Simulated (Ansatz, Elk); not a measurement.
# AsN2: X-ray structure factors from the self-consistent density

Structure refinements treat a crystal as free atoms side by side. For a made-up structure of AsN2 (cell and positions from a PBEsol relaxation) the runs below show what the calculated density changes in F(hkl).

Method: DFT, PBE, all-electron APW+lo, Dirac cores, scalar-relativistic bands, static density, no spin, in Elk 11.2.3 (patched build).

The structure was built from a prototype and need not be the compound's stable phase.

## Step 1: Starting point

The structure is tetragonal, space group I4/mcm (No. 140). Conventional cell: a = 4.785 Å, b = 4.785 Å, c = 5.620 Å, α = 90.00°, β = 90.00°, γ = 90.00°. As has 8 N at 2.45 Å nearest. N has 1 N at 1.23 Å nearest. Farther neighbours and most contacts between anions are not listed.

## Step 2: Ground state and structure factors

An all-electron density is needed, since X-rays see the cores too. Task 0 finds the density and task 195 Fourier-transforms it; tshift is off so that phases refer to the origin typed.

File elk.in:

```
tasks
  0
  195

xctype
  20

spinpol
  .false.

rgkmax
  7.0

gmaxvr
  14.0

lmaxo
  7

lmaxapw
  8

swidth
  0.002

tshift
  .false.

ramdisk
  .false.

hmaxvr
  5.5

maxscl
  120

epspot
  1e-06

sppath
  './'

avec
  -4.52156198699 4.52156198699 5.30982701404
  4.52156198699 -4.52156198699 5.30982701404
  4.52156198699 4.52156198699 -5.30982701404

atoms
  2
  'As.in'
  2
  0.7500000000 0.7500000000 0.0000000000   0.000000 0.000000 0.000000
  0.2500000000 0.2500000000 0.0000000000   0.000000 0.000000 0.000000
  'N.in'
  4
  0.4092932707 0.0907067293 0.5000000000   0.000000 0.000000 0.000000
  0.9092932707 0.4092932707 0.3185865413   0.000000 0.000000 0.000000
  0.5907067293 0.9092932707 0.5000000000   0.000000 0.000000 0.000000
  0.0907067293 0.5907067293 0.6814134587   0.000000 0.000000 0.000000

ngridk
  7 7 7
```

Run with:

```console
OMP_NUM_THREADS=4 elk
```

Numbers of over 12 decimals in the logs are rounded to 6 here.

Output:

```text
┌─────────────────────────┐
│ Elk code version 11.2.3 │
└─────────────────────────┘

All units are atomic (Hartree, Bohr, etc.)

┌─────────────────────────────────────────────────┐
│ Ground-state run starting from atomic densities │
└─────────────────────────────────────────────────┘

Lattice vectors :
  -4.521561987       4.521561987       5.309827014
   4.521561987      -4.521561987       5.309827014
   4.521561987       4.521561987      -5.309827014

Reciprocal lattice vectors :
  0.2481151736E-16  0.6948025179      0.5916563092
  0.6948025179      0.2481151736E-16  0.5916563092
  0.6948025179      0.6948025179      0.1994310136E-16

Unit cell volume      :    434.2275179
Brillouin zone volume :   0.5712448043

Muffin-tin inner radius fraction :   0.1000000000E-01

Nuclei treated as point charges

Species : 1 (As)
 parameters loaded from : As.in
 name : arsenic
 nuclear charge    :   -33.00000000
 electronic charge :    33.00000000
 atomic mass :    136573.7220
 muffin-tin radius :    2.400000000
 number of radial points in muffin-tin :    993
 inner part over the whole radius :   0.9862024899E-02
 number on inner part of muffin-tin    :    702
 approximate nuclear radius :   0.7712558785E-04
 number of mesh points to nuclear radius :    341
 atomic positions (lattice), magnetic fields (Cartesian) :
  1 :  -0.25000000 -0.25000000  0.00000000    0.00000000  0.00000000  0.00000000
  2 :   0.25000000  0.25000000  0.00000000    0.00000000  0.00000000  0.00000000

Species : 2 (N)
 parameters loaded from : N.in
 name : nitrogen
 nuclear charge    :   -7.000000000
 electronic charge :    7.000000000
 atomic mass :    25532.65216
 muffin-tin radius :    1.135040068
 number of radial points in muffin-tin :    593
 inner part over the whole radius :   0.9926611398E-02
 number on inner part of muffin-tin    :    401
 approximate nuclear radius :   0.4939692610E-04
 number of mesh points to nuclear radius :    175
 atomic positions (lattice), magnetic fields (Cartesian) :
  1 :   0.40929327  0.09070673  0.50000000    0.00000000  0.00000000  0.00000000
  2 :  -0.09070673  0.40929327  0.31858654    0.00000000  0.00000000  0.00000000
  3 :  -0.40929327 -0.09070673  0.50000000    0.00000000  0.00000000  0.00000000
  4 :   0.09070673 -0.40929327 -0.31858654    0.00000000  0.00000000  0.00000000

Total number of atoms per unit cell :    6
Total muffin-tin volume :    140.3125796
 ratio of muffin-tin to unit cell volume :   0.3231314779

Spin treatment :
 spin-unpolarised

Number of Bravais lattice symmetries :   16
Number of crystal symmetries         :   16
Crystal has inversion symmetry
Real symmetric eigensolver will be used

k-point grid :      7     7     7
k-point offset :    0.000000000       0.000000000       0.000000000
k-point set is reduced with full crystal symmetry group
Total number of k-points :       40

Muffin-tin radius times maximum |G+k| :    7.000000000
 using average radius
Maximum |G+k| for APW functions       :    4.496710845
Maximum (1/2)|G+k|²                   :    10.11020421
Maximum |G| for potential and density :    14.00000000
Constant for pseudocharge density :    8
 order of it for each species :   15  13
 order of it for pair densities of each species (exact exchange by exxq0 0: 16) :   15   4
Radial integration step length :    1

G-vector grid sizes :     40    40    40
Number of G-vectors :    20127

Maximum angular momentum used for
 APW functions            :    8
 outer part of muffin-tin :    7
 inner part of muffin-tin :    2

Total nuclear charge    :   -94.00000000
Total core charge       :    44.00000000
Total valence charge    :    50.00000000
Total excess charge     :    0.000000000
Total electronic charge :    94.00000000

Effective Wigner radius, rₛ :    1.033158516

Number of empty states         :     24
Total number of valence states :     50
Total number of core states    :     44

Third-order local-orbitals added for an l without core states : T
Total number of local-orbitals :     72

[...]
xc potential                :     -254.16282684354
 exchange                    :     -191.19471253848
 correlation                 :     -4.238095
 electron entropic           :    -0.86577148835330E-03
 total energy                :     -4744.7538850483

Density of states at Fermi energy :    66.86435912
 (states/Hartree/unit cell)

Estimated indirect band gap :   0.7639206251E-03
 from k-point 15 to k-point 28
Estimated direct band gap   :   0.5013617877E-02
 at k-point 7

Charges :
 core                        :    44.00000000
 valence                     :    50.00000000
 interstitial                :    14.52299088
 muffin-tins (core leakage)
  species : 1 (As)
[...]
species : 2 (N)
[...]
total in muffin-tins        :    79.47700912
 total calculated charge     :    93.99844237
 total charge                :    94.00000000
 error                       :   0.1557626263E-02

RMS change in Kohn-Sham potential (target) :    1.756618640     (  0.1000000000E-05)
Absolute change in total energy (target)   :   0.5989066967     (  0.1000000000E-03)

[... loops 3 to 17 left out ...]

┌──────────────────┐
│ Loop number : 18 │
└──────────────────┘

Energies :
 Fermi                       :     0.342153
 sum of occupied eigenvalues :     -2713.6865079397
 electron kinetic            :      4842.3097618806
 core electron kinetic       :      4436.7999787285
 Coulomb                     :     -9388.2340464448
 Coulomb potential           :     -7302.6080730629
 nuclear-nuclear             :     -668.01057732408
 electron-nuclear            :     -10149.011962363
 Hartree                     :      1428.7884932424
 Madelung                    :     -5736.9300099133
 xc potential                :     -253.38819675738
 exchange                    :     -190.78627276024
 correlation                 :     -4.254287
 electron entropic           :    -0.10874520543855E-02
 total energy                :     -4740.9659314972

Density of states at Fermi energy :    88.08113614
 (states/Hartree/unit cell)

Estimated indirect band gap :   0.3527191162E-03
 from k-point 29 to k-point 7
Estimated direct band gap   :   0.8530432325E-03
 at k-point 29

Charges :
 core                        :    44.00000000
 valence                     :    50.00000000
 interstitial                :    14.39553439
 muffin-tins (core leakage)
  species : 1 (As)
[...]
species : 2 (N)
[...]
total in muffin-tins        :    79.60446561
 total calculated charge     :    93.99850539
 total charge                :    94.00000000
 error                       :   0.1494611177E-02

RMS change in Kohn-Sham potential (target) :   0.5169282485E-06 (  0.1000000000E-05)
Absolute change in total energy (target)   :   0.1009867447E-04 (  0.1000000000E-03)

Convergence targets achieved

┌──────────────────┐
│ Loop number : 19 │
└──────────────────┘

Energies :
 Fermi                       :     0.342153
 sum of occupied eigenvalues :     -2713.6864913672
 electron kinetic            :      4842.3097837366
 core electron kinetic       :      4436.7999939227
 Coulomb                     :     -9388.2340529992
 Coulomb potential           :     -7302.6080789753
 nuclear-nuclear             :     -668.01057732408
 electron-nuclear            :     -10149.011969246
 Hartree                     :      1428.7884935708
 Madelung                    :     -5736.9300135115
 xc potential                :     -253.38819612853
 exchange                    :     -190.78627278057
 correlation                 :     -4.254287
 electron entropic           :    -0.10874522007503E-02
 total energy                :     -4740.9659162327

Density of states at Fermi energy :    88.08113338
 (states/Hartree/unit cell)

Estimated indirect band gap :   0.3527221744E-03
 from k-point 29 to k-point 7
Estimated direct band gap   :   0.8529929229E-03
 at k-point 29

Charges :
 core                        :    44.00000000
 valence                     :    50.00000000
 interstitial                :    14.39553510
 muffin-tins (core leakage)
  species : 1 (As)
[...]
species : 2 (N)
[...]
atom 2                    :    4.296563044     (  0.1856503375E-03)
   atom 3                    :    4.296563044     (  0.1856503375E-03)
   atom 4                    :    4.296563044     (  0.1856503375E-03)
 total in muffin-tins        :    79.60446490
 total calculated charge     :    93.99850539
 total charge                :    94.00000000
 error                       :   0.1494612288E-02

┌──────────────────────────────┐
│ Self-consistent loop stopped │
└──────────────────────────────┘

Warning : core states of species 1 leak from the muffin-tin :   0.1383666406E-03

Warning : core states of species 2 leak from the muffin-tin :   0.1856503375E-03

Wrote STATE.OUT
```

Run time: 1.9 min. Hardware: 4 threads of Arm Neoverse N1, shared host; peak memory 0.2 GiB.

SFACRHO.OUT:

```text

h k l indices transformed by vhmat matrix:
   1.000000000       0.000000000       0.000000000    
   0.000000000       1.000000000       0.000000000    
   0.000000000       0.000000000       1.000000000    

      h      k      l  multipl.   |H|            Re(F)            Im(F)           |F|

      0      0      0      1   0.0000000       93.999998     -0.62989023E-16   93.999998    
      0      1      0      8  0.91258300     -0.34010465E-09 -0.18831617E-15  0.34010465E-09
      1     -1      0      4  0.98259914       41.173509     -0.39685471E-15   41.173509    
      1      1     -1      2   1.1833126      -33.894162     -0.28294228E-14   33.894162    
      1     -1     -1      4   1.3896050       59.141945      0.11298970E-14   59.141945    
      1      1      0      8   1.5380929      -61.879002      0.48962203E-14   61.879002    
     -1      2      0      8   1.6624710       7.9336745     -0.94158084E-15   7.9336745    
      0      1      1      8   1.6624710      -7.9336745      0.37663233E-14   7.9336745    
      2      0      0      8   1.8251660      -41.115987     -0.11298970E-14   41.115987    
     -1     -2      1      8   1.9061126     -0.20133009E-08 -0.24481102E-14  0.20133009E-08
      2     -2      0      4   1.9651983       47.843280     -0.49688731E-14   47.843280    
     -1      2      1      8   2.1667515      0.27306130E-08  -0.0000000      0.27306130E-08
      1     -1     -2      4   2.1971585       44.911227     -0.32013748E-14   44.911227    
     -2      2      1      4   2.1971585       44.911227     -0.30130587E-14   44.911227    
      1      1      1      8   2.2939558      -40.591174     -0.56494850E-15   40.591174    
     -1     -2      0      8   2.3588699      -5.3910636     -0.26364263E-14   5.3910636    
     -3      0      2      8   2.3588699       5.3910636      0.33896910E-14   5.3910636    
      2      2     -2      2   2.3666252       52.879716     -0.41404484E-14   52.879716
```

Elk indexes on the primitive cell of elk.in and gives |H| = 4π sin θ/λ in inverse bohr. Below, one row stands for each form hkl of the conventional cell (m members, Friedel mates merged), F is for one primitive cell and the density is static (no thermal factor). Free-atom factors are Waasmaier and Kirfel's, and R is Σm||F|−|F'||/Σm|F|. Elk warned that it couldn't find a linearisation energy, which lowers the accuracy of some states in this run and its variants.

```tsv
hkl	m	sin θ/λ (Å⁻¹)	abs F, DFT	neutral atoms	diff.
101	8	0.137	0.000	0.000	+0.000
110	4	0.148	41.173	41.417	-0.244
002	2	0.178	33.894	34.550	-0.656
200	4	0.209	59.142	59.141	+0.001
112	8	0.231	61.879	61.681	+0.198
211	16	0.250	7.934	7.494	+0.440
202	8	0.275	41.116	41.268	-0.152
103	8	0.287	0.000	0.000	+0.000
220	4	0.295	47.843	48.043	-0.200
301	8	0.326	0.000	0.000	+0.000
310	8	0.330	44.911	44.935	-0.024
222	8	0.345	40.591	40.734	-0.143
213	16	0.355	5.391	5.320	+0.071
004	2	0.356	52.880	52.839	+0.041
```

## Step 3: The highest occupied states alone

An energy window below the Fermi level keeps the highest occupied states, to see at which angles they scatter; shallow core shells can lie inside it and anion s states outside. No new self-consistency is needed.

elk.in: that of step 2 with these lines changed.

```diff
@@ -1,3 +1,2 @@
 tasks
-  0
   195
@@ -40,2 +39,5 @@
 
+wsfac
+  -0.209090 0.642150
+
 sppath
```

Run with:

```console
OMP_NUM_THREADS=4 elk
```

Output:

```text
┌─────────────────────────────────┐
│ Elk code version 11.2.3 started │
└─────────────────────────────────┘

Info(readinput): the functional depends on the density's gradient
 muffin-tin radial points multiplied by    2.00000
 (not where nrmtscf is given)

┌────────────────────┐
│ Current task : 195 │
└────────────────────┘
Info(checkmt): changed muffin-tin radius of species 2 (N) from   1.8000 to   1.1350

Warning(linengy): could not find 1 linearisation energies in s.c. loop 1

Info(sfacrho): density structure factors written to SFACRHO.OUT

 Energy window :  -0.2090900000      0.6421500000

┌──────────────────┐
│ Elk code stopped │
└──────────────────┘
```

Elapsed: 10 s, on 4 threads; peak memory 0.16 GiB.

States within 15 eV below the Fermi level hold 26.00 electrons; any levels below the window count with the cores. Their amplitudes can exceed the total, where window and core parts have opposite phase:

```tsv
hkl	sin θ/λ (Å⁻¹)	abs F, window	abs F, all
101	0.137	0.000	0.000
110	0.148	3.450	41.173
002	0.178	7.376	33.894
200	0.209	3.411	59.142
112	0.231	5.133	61.879
211	0.250	3.954	7.934
202	0.275	1.074	41.116
103	0.287	0.000	0.000
220	0.295	0.367	47.843
301	0.326	0.000	0.000
```

## Step 4: Another functional

The difference from free atoms is small, so it is set against the change that LDA (Perdew-Wang) makes.

elk.in: that of step 3 with these lines changed.

```diff
@@ -1,2 +1,3 @@
 tasks
+  0
   195
@@ -4,3 +5,3 @@
 xctype
-  20
+  3
 
@@ -39,5 +40,2 @@
 
-wsfac
-  -0.209090 0.642150
-
 sppath
```

Run with:

```console
OMP_NUM_THREADS=4 elk
```

Output:

```text
┌─────────────────────────┐
│ Elk code version 11.2.3 │
└─────────────────────────┘

All units are atomic (Hartree, Bohr, etc.)

┌─────────────────────────────────────────────────┐
│ Ground-state run starting from atomic densities │
└─────────────────────────────────────────────────┘

Lattice vectors :
  -4.521561987       4.521561987       5.309827014
   4.521561987      -4.521561987       5.309827014
   4.521561987       4.521561987      -5.309827014

Reciprocal lattice vectors :
  0.2481151736E-16  0.6948025179      0.5916563092
[...]
species : 2 (N)
[...]
atom 3                    :    4.286347683     (  0.1930415504E-03)
   atom 4                    :    4.286347683     (  0.1930415504E-03)
 total in muffin-tins        :    79.60049610
 total calculated charge     :    93.99846680
 total charge                :    94.00000000
 error                       :   0.1533203319E-02

┌──────────────────────────────┐
│ Self-consistent loop stopped │
└──────────────────────────────┘

Warning : core states of species 1 leak from the muffin-tin :   0.1366734061E-03

Warning : core states of species 2 leak from the muffin-tin :   0.1930415504E-03

Wrote STATE.OUT
[key lines of the parts left out:]
total energy                :     -4733.4641659719
```

Run time: 76 s. Hardware: 4 threads; peak memory 0.19 GiB; 4.7 min of CPU time.

Against the first run R = 0.06 %; the largest change is +0.080 at 002.

## Step 5: Basis size

The basis and the expansions that go with it are enlarged, to see whether the differences are converged.

elk.in: that of step 4 with these lines changed.

```diff
@@ -5,3 +5,3 @@
 xctype
-  3
+  20
 
@@ -11,12 +11,12 @@
 rgkmax
-  7.0
+  8.5
 
 gmaxvr
-  14.0
+  18.0
 
 lmaxo
-  7
+  9
 
 lmaxapw
-  8
+  10
```

Run with:

```console
OMP_NUM_THREADS=4 elk
```

Output:

```text
┌─────────────────────────┐
│ Elk code version 11.2.3 │
└─────────────────────────┘

All units are atomic (Hartree, Bohr, etc.)

┌─────────────────────────────────────────────────┐
│ Ground-state run starting from atomic densities │
└─────────────────────────────────────────────────┘

Lattice vectors :
  -4.521561987       4.521561987       5.309827014
   4.521561987      -4.521561987       5.309827014
   4.521561987       4.521561987      -5.309827014

Reciprocal lattice vectors :
  0.2481151736E-16  0.6948025179      0.5916563092
[...]
species : 2 (N)
[...]
atom 3                    :    4.311951992     (  0.1860011591E-03)
   atom 4                    :    4.311951992     (  0.1860011591E-03)
 total in muffin-tins        :    79.66436772
 total calculated charge     :    93.99887320
 total charge                :    94.00000000
 error                       :   0.1126801930E-02

┌──────────────────────────────┐
│ Self-consistent loop stopped │
└──────────────────────────────┘

Warning : core states of species 1 leak from the muffin-tin :   0.1383421296E-03

Warning : core states of species 2 leak from the muffin-tin :   0.1860011591E-03

Wrote STATE.OUT
[key lines of the parts left out:]
total energy                :     -4741.0134024061
```

Run time: 6.1 min. Hardware: 4 threads; peak memory 0.58 GiB; 23 min of CPU time.

Against the first run R = 0.05 %; the largest change is -0.036 at 006.

## Step 6: Settings against the effect

```tsv
run	R against the first run (%)	R against neutral atoms, low angle (%)	wall time
PBE, rgkmax 7	0.00	0.80	1.9 min
LDA (Perdew-Wang)	0.06	0.72	76 s
rgkmax 8.5 with larger expansions	0.05	0.82	6.1 min
```

## Step 7: Outcome

| Quantity | Value |
| --- | --- |
| R against neutral atoms, sin θ/λ < 0.3 Å⁻¹ | 0.80 % |
| R against neutral atoms, 0.3 to 0.83 Å⁻¹ | 0.35 % |

**Reading.** Independent neutral atoms miss the calculated amplitudes by R = 0.80 % below 0.3 Å⁻¹ and 0.35 % from there to 0.83 Å⁻¹; by shells, 0.59 % below 0.15 Å⁻¹ (1 form), 0.83 % 0.15 to 0.3 (6 forms), 0.29 % 0.3 to 0.45 (11 forms), 0.36 % above 0.45 (78 forms). Bonding, aspherical density and the tables' own atoms all enter these figures, and the runs don't part them. The largest change of an amplitude is -0.66 electrons, at 002. The window's part falls from 26.0 electrons at the origin to at most 1.07 between 0.45 and 0.83 Å⁻¹, where compact states inside the window still scatter. Below 0.3 Å⁻¹ the changes that finished (LDA (Perdew-Wang) and rgkmax 8.5 with larger expansions) move F by R = 0.09 % at most, against the 0.80 % that separates it from free atoms. The k-mesh has no finished test. Part of the difference isn't bonding: the tables are fits to free atoms and ions calculated by other methods than this functional. Thermal motion, anomalous dispersion and extinction are left out.

[Logs are printed without paths, hosts, clocks, repeated set-up lines and the standing remarks that a program may print on its own settings, such as how far it seeks lower states.]

[Hosts, paths, dates, database ids (printed as entryN), source tags and the programs' standing remarks are cut or masked in the printed files.]
